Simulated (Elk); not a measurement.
## Fe: energy over the lowest against total spin moment, fitted and tested on a withheld row

The database entry behind the starting cell differs from later determinations by our own check (an axis about 0.7 % long against later determinations), so it need not match the best structure at ambient conditions.

System: Fe, 1 Fe in the cell, space group Im-3m. Cell as run: a = 2.499, b = 2.499, c = 2.499 Å, angles 109.5, 109.5, 109.5°, 1 atoms. From the study “Fixed-spin-moment curve of Fe”.

Method: LDA (Perdew-Wang); all-electron APW+lo (Elk 11.2.3 (patched build)). Settings shared by all rows: 14×14×14 k-mesh, RK_max 7, smearing width 0.0816342 eV.

Computed values, one withheld:

```csv
total spin moment (μB a cell),energy over the lowest (meV a cell)
0,438.0
0.43096,408.3
0.86101,324.2
1.292,202.8
1.723,81.8
2.153,2.9
2.2329,0.0
2.584,42.1
3.014,?
```

Choose a law, fit it, and give the withheld energy over the lowest (total spin moment = 3.014 μB a cell).

**Law.** Time reversal makes the energy at fixed moment even in the moment, so it is expanded as a Landau series in M². In symbols, E = c0 + c2 M² + c4 M⁴ + c6 M⁶, with energy over the lowest in meV a cell.

**Fit.** Least squares on 8 rows gives c0 = 438.178, c2 = -164.903, c4 = 14.321 and c6 = 0.22318.

```csv
total spin moment (μB a cell),computed,fit,computed − fit
0,438.0,438.18,-0.18
0.43096,408.3,408.05,0.25
0.86101,324.2,323.89,0.31
1.292,202.8,203.85,-1.05
1.723,81.8,80.68,1.12
2.153,2.9,3.73,-0.83
2.2329,0.0,-0.34,0.34
2.584,42.1,42.02,0.08
```

The fit has a minimum at M = 2.27 μB a cell. Its quadratic term is negative, which makes M = 0 a maximum of the fitted curve.

**Prediction.** At total spin moment = 3.014 μB a cell the law predicts 289.28 meV a cell. The computed value is 271.2 meV a cell, 18.08 below the prediction (6.3 % of it). The row lies beyond the fitted rows, so this is an extrapolation. The miss is 28 times the rms residual of the fit, 0.65.

So the prediction fails: the law follows the fitted rows but not this one.

[Logs and program files are shortened in this print: banners, set-up blocks, solver, clock and traceback lines can be left out without a mark of their own.]

[Logs are printed without paths, hosts, clocks, repeated set-up lines and the standing remarks that a program may print on its own settings, such as how far it seeks lower states.]

[Hosts, paths, dates, database ids (printed as entryN), source tags and the programs' standing remarks are cut or masked in the printed files.]

[Where a cell is said to come from a database of computed structures, the database is the Materials Project.]
